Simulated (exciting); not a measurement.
# Core excitons at the C K edge of SiC (Moissanite 3C), part 2 of 3

Wanted: the near-edge spectrum and the bound core excitons at the C K edge of SiC (Moissanite 3C).

exciting sodium; X-ray absorption, core-level Bethe-Salpeter equation, exchange and statically screened direct term, Tamm-Dancoff, all-electron LAPW+lo PBE.

So far. Step 3 (A richer basis for the empty states): Against the first ground state the total energy moves by -1 meV an atom and the gap by 0.00 eV.

**4. Screening, kernels and BSE for C atom 2**

The absorber has 4 Si at 1.89 Å (tetrahedral, site symmetry -43m).

input.xml

```
<input>
  <title>SiC</title>
  <structure speciespath="." autormt="false" epslat="1.0e-5">
    <crystal>
      <basevect>0.0000000000 4.1177132248 4.1177132248</basevect>
      <basevect>4.1177132248 0.0000000000 4.1177132248</basevect>
      <basevect>4.1177132248 4.1177132248 0.0000000000</basevect>
    </crystal>
    <species speciesfile="Si.xml" rmt="2.005">
      <atom coord="0.0000000000 0.0000000000 0.0000000000"/>
    </species>
    <species speciesfile="C.xml" rmt="1.454">
      <atom coord="0.7500000000 0.7500000000 0.7500000000"/>
    </species>
  </structure>
  <groundstate do="skip" xctype="GGA_PBE" ngridk="6 6 6" rgkmax="7" gmaxvr="14" nempty="8" swidth="0.001" maxscl="100" epsengy="1e-5"/>
  <xs xstype="BSE" ngridk="6 6 6" ngridq="6 6 6" vkloff="0.097 0.273 0.493" rgkmax="7" nempty="15" gqmax="3" lmaxapwwf="5" lmaxemat="2" broad="0.01654" tevout="true">
    <energywindow intv="9.294 10.911" points="439"/>
    <screening screentype="full" nempty="29"/>
    <BSE xas="true" xasspecies="2" xasatom="1" xasedge="K" bsetype="singlet" nstlxas="1 11"/>
    <qpointset>
      <qpoint>0 0 0</qpoint>
    </qpointset>
    <plan>
      <doonly task="xsgeneigvec"/>
      <doonly task="writepmatxs"/>
      <doonly task="scrgeneigvec"/>
      <doonly task="scrwritepmat"/>
      <doonly task="screen"/>
      <doonly task="scrcoulint"/>
      <doonly task="exccoulint"/>
    </plan>
  </xs>
</input>
```

input.xml for the last start (plan only)

```
  <plan>
    <doonly task="bse"/>
  </plan>
```

On the command line:

```sh
$ OMP_NUM_THREADS=1 mpirun -n 4 exciting
$ OMP_NUM_THREADS=4 exciting
```

Numbers of over 12 decimals in the logs are rounded to 6 here.

The program printed:

```text
| EXCITING SODIUM started for task xsgeneigvec ( 301)                          =
One-shot GS runs for BSE calculations
One-shot GS runs for k+qmt/2 grids
Info(xsgeneigvec): Generating eigenvectors for Q-point      1
Info(xsgeneigvec): Generation of eigenvectors finished
| EXCITING SODIUM started for task writepmatxs ( 320)                          =
Info(writepmatxs): Momentum matrix elements finished
| EXCITING SODIUM started for task scrgeneigvec ( 401)                         =
One-shot GS runs for BSE calculations
One-shot GS runs for k+qmt/2 grids
Info(xsgeneigvec): Generating eigenvectors for Q-point      1
Using screening GS parameters.
Info(xsgeneigvec): Generation of eigenvectors finished
| EXCITING SODIUM started for task scrwritepmat ( 420)                         =
Info(writepmatxs): Momentum matrix elements finished
Info(scrwritepmat): Momentum matrix elements for screening finished
| EXCITING SODIUM started for task screen ( 430)                               =
Info(screenlauncher): Calculating screening for unshifted q-grid.
Info(screenlauncher): Number of q points:      22
Info(screenlauncher): lowest (partially)  unoccupied state:      5
Info(screenlauncher): highest (partially) occupied state  :      4
Info(screenlauncher): number of occupied states considered:    4
Info(screenlauncher): number of unoccupied states considered:   30
Info(screenlauncher): Starting loop over q-points
Info(screenlauncher): Screening for unshifted q-grid finished
Info(screenlauncher): Screening finished
| EXCITING SODIUM started for task scrcoulint ( 440)                           =
Info(scrcoulintlauncher): Setting up screened Coulomb interaction matrix W.
Info(scrcoulintlauncher): Using momentum transfer vectors from list :   1 to  1
Info(scrcoulintlauncher): Calculating screened Coulomb interaction matrix W
Info(scrcoulintlauncher): Momentum transfer list index: iqmt=  1
Info(scrcoulintlauncher): Momentum transfer: vqmtl=   0.000   0.000   0.000
Info(scrcoulintlauncher): Calculating RR block of W
Info(scrcoulint): Inspecting occupations...
Info(setranges_modxs): Number of non-reduced k-points:      216
Info(setranges_modxs): Number of states considered:       20
Info(setranges_modxs): Number of (partially) occupied states:        2
Info(setranges_modxs): Highest (partially) occupied states:        4
Info(setranges_modxs): Number of (partially) unoccupied states:       16
Info(setranges_modxs): Lowest (partially) unoccupied states:        5
Info(scrcoulint): Selecting transitions...
Info(select_transitions): Inspecting transitions in the  band interval:
  lowest occupied state:   1
  highest occupied state:   2
  lowest unoccupied state:   5
  highest unoccupied state:  15
  Opening gap with a scissor of:      0.000/H      0.000/eV
Info(select_transitions): Number of participating transitions:    4752
Info(scrcoulint): Size of file SCCLI will be about     0.169024 GB
Info(scrcoulint): Using q-grid
Info(scrcoulint): Number of reduced q-points:     22
Info(scrcoulint): Number of non-reduced q-points:    216
Info(scrcoulint): Calculating W(G1,G2,qr) fourier coefficients
Info(scrcoulint): Calculating W matrix elements
Info(scrcoulintlauncher): Screened coulomb interaction finished for iqmt=   1
| EXCITING SODIUM started for task exccoulint ( 441)                           =
Info(exccoulintlauncher): Setting up exchange interaction matrix V.
Info(exccoulintlauncher): Using momentum transfer vectors from list :   1 to  1
Info(exccoulintlauncher):Calculating exchange interaction matrix V
Info(exccoulintlauncher): Momentum transfer list index: iqmt=  1
Info(exccoulintlauncher): Momentum transfer: vqmtl=   0.000   0.000   0.000
Info(exccoulintlauncher): Calculating RR block of V
Info(exccoulint): Inspecting occupations...
Info(setranges_modxs): Number of non-reduced k-points:      216
Info(setranges_modxs): Number of states considered:       20
Info(setranges_modxs): Number of (partially) occupied states:        2
Info(setranges_modxs): Highest (partially) occupied states:        4
Info(setranges_modxs): Number of (partially) unoccupied states:       16
Info(setranges_modxs): Lowest (partially) unoccupied states:        5
Info(exccoulint): Selecting transitions...
Info(select_transitions): Inspecting transitions in the  band interval:
  lowest occupied state:   1
  highest occupied state:   2
  lowest unoccupied state:   5
  highest unoccupied state:  15
  Opening gap with a scissor of:      0.000/H      0.000/eV
Info(select_transitions): Number of participating transitions:    4752
Info(exccoulint): Size of file EXCLI will be about     0.169024 GB
Info(exccoulint): Generating plane wave matrix elements for momentum transfer iqmt=   1
  Timing (in seconds)	   :     122.939
Info(exccoulint): Generating V matrix elements
Info(exccoulint): Zeroing Coulomb potential at G+qmt index:  1
Info(exccoulintlauncher): Exchange interaction finished for iqmt=   1
| EXCITING SODIUM started for task bse ( 445)                                  =
Info(bselauncher): Init time:    0.249610
Info(bselauncher): Setting up and diagonalizing BSE Hamiltonian.
Info(bselauncher): Using momentum transfer vectors from list :   1 to  1
Info(bselauncher): Distributing qmt-points over   1 processes.
Info(bselauncher): BSE type: singlet
Info(bselauncher): Momentum transfer list index: iqmt=  1
Info(bselauncher): Momentum transfer: vqmtl=   0.000   0.000   0.000
Info(bse): Inspecting occupations...
Info(setranges_modxs): Number of non-reduced k-points:      216
Info(setranges_modxs): Number of states considered:       20
Info(setranges_modxs): Number of (partially) occupied states:        2
Info(setranges_modxs): Highest (partially) occupied states:        4
Info(setranges_modxs): Number of (partially) unoccupied states:       16
Info(setranges_modxs): Lowest (partially) unoccupied states:        5
Info(select_transitions): Inspecting transitions in the  band interval:
  lowest occupied state:   1
  highest occupied state:   2
  lowest unoccupied state:   5
  highest unoccupied state:  15
  Opening gap with a scissor of:      0.000/H      0.000/eV
Info(select_transitions): Number of participating transitions:    4752
Info(bse): Selecting transitions...
Info(bse):bsegap (eV):   265.148249
Info(bse): Assembling BSE matrix
  RR/RA blocks of global BSE-Hamiltonian:
  Size of the Hamiltonian:    4752
  Number of k-points:     216
  Distributing matrix to   1 processes
  Local matrix shape   4752 x  4752
Info(bse): max local RAM needed for BSE matrices ~     0.336491 GB
Info(setup_bse_block): Setting up RR part of hamiltonian
Info(setup_bse_block): Singlet spin state
Info(bse): Diagonalizing RR Hamiltonian (TDA)
Info(bse): Invoking Lapack routine ZHEEVR
      4752 eigen solutions found in the interval:
         i1=       1 i2=    4752
Info(bse): Writing excition energies and oscillator strengths to text file.
Info(makespectrum_dist): Making spectrum using formula for coupling with time reversed AR basis.
Info(makespectrum_dist): Using formalism for vanishing momentum transfer.
Info(writederived): Writing quantities derived from the macroscopic dielectric function.
Info(bselauncher): Spectrum finished for iqmt=  1
Info(bselauncher): All done for BSE type singlet
```

Elapsed: 11 min, on 4 MPI ranks of Arm Neoverse V1, shared host.

Wall time by task: xsgeneigvec 5.8 s, writepmatxs 5.3 s, scrgeneigvec 4.8 s, scrwritepmat 1.7 s, screen 81 s, scrcoulint 6 min, exccoulint 2.1 min, bse 56 s.

The C K spectrum of C atom 2 (energy from the Kohn–Sham onset, core level to the lowest empty state found on the meshes used, 264.90 eV; the ground-state mesh sets it, and the shifted mesh has its lowest transition 0.25 eV above it; Im ε scaled to the maximum of the singlet run; cut below the end of the band set):

| E (eV) | Im ε |
| --- | --- |
| -2.5 | 0.02 |
| -2.0 | 0.03 |
| -1.5 | 0.03 |
| -1.0 | 0.04 |
| -0.5 | 0.06 |
| 0.0 | 0.09 |
| 0.5 | 0.14 |
| 1.0 | 0.24 |
| 1.5 | 0.38 |
| 2.0 | 0.54 |
| 2.5 | 0.71 |
| 3.0 | 0.76 |
| 3.5 | 0.69 |
| 4.0 | 0.63 |
| 4.5 | 0.70 |
| 5.0 | 0.90 |
| 5.5 | 1.00 |
| 6.0 | 0.92 |
| 6.5 | 0.84 |
| 7.0 | 0.79 |
| 7.5 | 0.71 |
| 8.0 | 0.67 |
| 8.5 | 0.56 |
| 9.0 | 0.48 |
| 9.5 | 0.41 |
| 10.0 | 0.39 |
| 10.5 | 0.42 |
| 11.0 | 0.44 |
| 11.5 | 0.39 |
| 12.0 | 0.29 |
| 12.5 | 0.19 |
| 13.0 | 0.14 |
| 13.5 | 0.14 |
| 14.0 | 0.16 |
| 14.5 | 0.18 |
| 15.0 | 0.19 |
| 15.5 | 0.18 |
| 16.0 | 0.16 |
| 16.5 | 0.16 |
| 17.0 | 0.17 |
| 17.5 | 0.22 |
| 18.0 | 0.29 |
| 18.5 | 0.44 |
| 19.0 | 0.50 |
| 19.5 | 0.36 |

Maxima (height): 2.9 eV (0.76), 5.4 eV (1.00), 10.9 eV (0.45), 15.0 eV (0.19) and 18.9 eV (0.51).

The Hamiltonian has 4752 rows. The lowest groups of eigenvalues and the brightest ones, on the scale above (the program counts from the shifted mesh's onset, 0.25 eV higher). Core spinors bring spin-forbidden partners, so dark means forbidden by spin or by symmetry, and the shifted mesh splits states that symmetry would keep together:

| energy (eV) | states within 10 meV | relative strength |
| --- | --- | --- |
| -0.088 | 2 | 0.014 |
| 0.096 | 2 | 0.080 |
| 0.115 | 2 | 0.0056 |
| 0.332 | 2 | 0.0024 |
| 0.373 | 2 | 0.11 |
| 0.495 | 2 | 0.13 |
| 2.102 | 2 | 0.76 |
| 5.057 | 2 | 1.00 |
| 5.344 | 3 | 0.78 |
| 5.438 | 4 | 0.95 |
| 6.044 | 4 | 0.80 |
| 6.347 | 3 | 0.83 |
| 18.734 | 1 | 0.86 |

**5. Independent particles**

input.xml, as its differences from that of step 4:

```diff
@@ -19,3 +19,3 @@
     <screening screentype="full" nempty="29"/>
-    <BSE xas="true" xasspecies="2" xasatom="1" xasedge="K" bsetype="singlet" nstlxas="1 11"/>
+    <BSE xas="true" xasspecies="2" xasatom="1" xasedge="K" bsetype="IP" nstlxas="1 11"/>
     <qpointset>
@@ -24,9 +24,3 @@
     <plan>
-      <doonly task="xsgeneigvec"/>
-      <doonly task="writepmatxs"/>
-      <doonly task="scrgeneigvec"/>
-      <doonly task="scrwritepmat"/>
-      <doonly task="screen"/>
-      <doonly task="scrcoulint"/>
-      <doonly task="exccoulint"/>
+      <doonly task="bse"/>
     </plan>
```

On the command line:

```sh
$ OMP_NUM_THREADS=4 exciting
```

The program printed:

```text
| EXCITING SODIUM started for task bse ( 445)                                  =
Info(bselauncher): Init time:    0.250054
Info(bselauncher): Setting up and diagonalizing BSE Hamiltonian.
Info(bselauncher): Using momentum transfer vectors from list :   1 to  1
Info(bselauncher): Distributing qmt-points over   1 processes.
Info(bselauncher): BSE type: IP
Info(bselauncher): Momentum transfer list index: iqmt=  1
Info(bselauncher): Momentum transfer: vqmtl=   0.000   0.000   0.000
Info(bse): Inspecting occupations...
Info(setranges_modxs): Number of non-reduced k-points:      216
[...]
highest unoccupied state:  15
  Opening gap with a scissor of:      0.000/H      0.000/eV
Info(select_transitions): Number of participating transitions:    4752
Info(bse): Selecting transitions...
Info(bse):bsegap (eV):   265.148249
Info(bse): IP requested, nothing much to do
Info(bse): Writing excition energies and oscillator strengths to text file.
Info(makespectrum_dist): Making spectrum using formula for coupling with time reversed AR basis.
Info(makespectrum_dist): Using formalism for vanishing momentum transfer.
Info(writederived): Writing quantities derived from the macroscopic dielectric function.
Info(bselauncher): Spectrum finished for iqmt=  1
Info(bselauncher): All done for BSE type IP
```

The job ended after 1.5 s (4 threads).

Maxima (height): 3.8 eV (0.28), 9.2 eV (0.75), 12.3 eV (0.87) and 15.4 eV (0.28). The spectrum differs from the singlet run by 66 % r.m.s. Moving the earlier curve by +4.2 eV leaves 30 %. The highest maximum lies at 12.3 eV (0.87), against 5.4 eV (1.00).

**6. Exchange alone**

input.xml, as its differences from that of step 5:

```diff
@@ -19,3 +19,3 @@
     <screening screentype="full" nempty="29"/>
-    <BSE xas="true" xasspecies="2" xasatom="1" xasedge="K" bsetype="IP" nstlxas="1 11"/>
+    <BSE xas="true" xasspecies="2" xasatom="1" xasedge="K" bsetype="RPA" nstlxas="1 11"/>
     <qpointset>
```

On the command line:

```sh
$ OMP_NUM_THREADS=4 exciting
```

The program printed:

```text
| EXCITING SODIUM started for task bse ( 445)                                  =
Info(bselauncher): Init time:    0.248044
Info(bselauncher): Setting up and diagonalizing BSE Hamiltonian.
Info(bselauncher): Using momentum transfer vectors from list :   1 to  1
Info(bselauncher): Distributing qmt-points over   1 processes.
Info(bselauncher): BSE type: RPA
Info(bselauncher): Momentum transfer list index: iqmt=  1
Info(bselauncher): Momentum transfer: vqmtl=   0.000   0.000   0.000
Info(bse): Inspecting occupations...
Info(setranges_modxs): Number of non-reduced k-points:      216
[...]
Info(setup_bse_block): Setting up RR part of hamiltonian
Info(setup_bse_block): Using RPA approximation
Info(bse): Diagonalizing RR Hamiltonian (TDA)
Info(bse): Invoking Lapack routine ZHEEVR
      4752 eigen solutions found in the interval:
         i1=       1 i2=    4752
Info(bse): Writing excition energies and oscillator strengths to text file.
Info(makespectrum_dist): Making spectrum using formula for coupling with time reversed AR basis.
Info(makespectrum_dist): Using formalism for vanishing momentum transfer.
Info(writederived): Writing quantities derived from the macroscopic dielectric function.
Info(bselauncher): Spectrum finished for iqmt=  1
Info(bselauncher): All done for BSE type RPA
```

Wall time 56 s (4 threads).

Maxima (height): 3.8 eV (0.26), 9.6 eV (0.72), 12.4 eV (0.90) and 15.4 eV (0.30). The spectrum differs from the independent-particle run by 6 % r.m.s.

**7. Direct term alone**

input.xml, as its differences from that of step 6:

```diff
@@ -19,3 +19,3 @@
     <screening screentype="full" nempty="29"/>
-    <BSE xas="true" xasspecies="2" xasatom="1" xasedge="K" bsetype="RPA" nstlxas="1 11"/>
+    <BSE xas="true" xasspecies="2" xasatom="1" xasedge="K" bsetype="triplet" nstlxas="1 11"/>
     <qpointset>
```

On the command line:

```sh
$ OMP_NUM_THREADS=4 exciting
```

The program printed:

```text
| EXCITING SODIUM started for task bse ( 445)                                  =
Info(bselauncher): Init time:    0.248984
Info(bselauncher): Setting up and diagonalizing BSE Hamiltonian.
Info(bselauncher): Using momentum transfer vectors from list :   1 to  1
Info(bselauncher): Distributing qmt-points over   1 processes.
Info(bselauncher): BSE type: triplet
Info(bselauncher): Momentum transfer list index: iqmt=  1
Info(bselauncher): Momentum transfer: vqmtl=   0.000   0.000   0.000
Info(bse): Inspecting occupations...
[...]
Info(setup_bse_block): Setting up RR part of hamiltonian
Info(setup_bse_block): Triplet spin state
Info(bse): Diagonalizing RR Hamiltonian (TDA)
Info(bse): Invoking Lapack routine ZHEEVR
      4752 eigen solutions found in the interval:
         i1=       1 i2=    4752
Info(bse): Writing excition energies and oscillator strengths to text file.
Info(makespectrum_dist): Making spectrum using formula for coupling with time reversed AR basis.
Info(makespectrum_dist): Using formalism for vanishing momentum transfer.
Info(writederived): Writing quantities derived from the macroscopic dielectric function.
Info(bselauncher): Spectrum finished for iqmt=  1
Info(bselauncher): All done for BSE type triplet
```

The job ended after 56 s (4 threads).

Maxima (height): 2.7 eV (0.84), 5.3 eV (1.03), 10.9 eV (0.42), 15.0 eV (0.18) and 18.8 eV (0.49). Against the singlet run the r.m.s. difference is 8 %.

(Continued in part 3 of 3.)

[Banner, clock and machine lines of the logs are left out without a mark of their own.]

[Logs are printed without paths, hosts, clocks, repeated set-up lines and the standing remarks that a program may print on its own settings, such as how far it seeks lower states.]

[Hosts, paths, dates, database ids (printed as entryN), source tags and the programs' standing remarks are cut or masked in the printed files.]
